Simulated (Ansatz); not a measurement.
# Cu3Ge: which shell does photoemission see at 21.2 and 9251.7 eV? (r²SCAN)

The valence band of Cu3Ge mixes several shells. Work out by hand which one leads the spectrum's area at each photon energy.

Filled states come from the projected DOS of Ansatz 0.2.0 (r²SCAN, plane waves); cross sections σ and asymmetry parameters β are those of free atoms in a Dirac–Hartree–Slater calculation. A shell's area is states × σ × angular factor, which is 1 − β·P₂(cos θ)/2 for unpolarised light, with θ = 54.7° from the beam and P₂ = 0.001.

**At 21.2 eV** (states counted from 11.2 eV below the zero; other shells add 0.055 to the products' sum of 51.7):

| shell | filled states a cell | cross section (Mb an electron) | β | angular factor | product | share by hand (%) | share in the simulated spectrum (%) |
| --- | --- | --- | --- | --- | --- | --- | --- |
| Ge 4s | 2.63 | 0.00223 | -0.01 | 1.00 | 0.00588 | 0 | 0 |
| Ge 4p | 6.83 | 0.733 | 1.89 | 1.00 | 5 | 10 | 10 |
| Ge 3d | 0.01 | 0 | 0.00 | 1.00 | 0 | 0 | 0 |
| Cu 4s | 3.79 | 0.0266 | 1.97 | 1.00 | 0.101 | 0 | 0 |
| Cu 3d | 58.50 | 0.796 | -0.20 | 1.00 | 46.5 | 90 | 90 |

**At 9251.7 eV** (states counted from 27.0 eV below the zero; other shells add 3e-07 to the products' sum of 0.000156):

| shell | filled states a cell | cross section (Mb an electron) | β | angular factor | product | share by hand (%) | share in the simulated spectrum (%) |
| --- | --- | --- | --- | --- | --- | --- | --- |
| Ge 4s | 3.15 | 1.57e-05 | 2.00 | 1.00 | 4.94e-05 | 32 | 32 |
| Ge 4p | 6.88 | 2.26e-06 | 0.93 | 1.00 | 1.55e-05 | 10 | 10 |
| Ge 3d | 20.00 | 1.67e-06 | 0.41 | 1.00 | 3.34e-05 | 21 | 21 |
| Cu 4s | 4.42 | 5.42e-06 | 2.00 | 1.00 | 2.4e-05 | 15 | 15 |
| Cu 3d | 58.54 | 5.72e-07 | 0.36 | 1.00 | 3.35e-05 | 21 | 22 |

Cu 3d leads at 21.2 eV and Ge 4s at 9251.7 eV. Between the two energies σ of Cu 3d changes by a factor 7.2e-7 and that of Ge 4s by 0.0070, so their ratio moves 9751-fold in favour of the second. The simulated spectrum uses the same rule on the energy-resolved DOS, so the two share columns agree within a few points.

Only crystals where the two columns agree within 4 points and the lead is clear are worked in this form. Free-atom cross sections ignore the solid's final states, no escape depth or background enters, and the count of states a shell hangs on the projection.
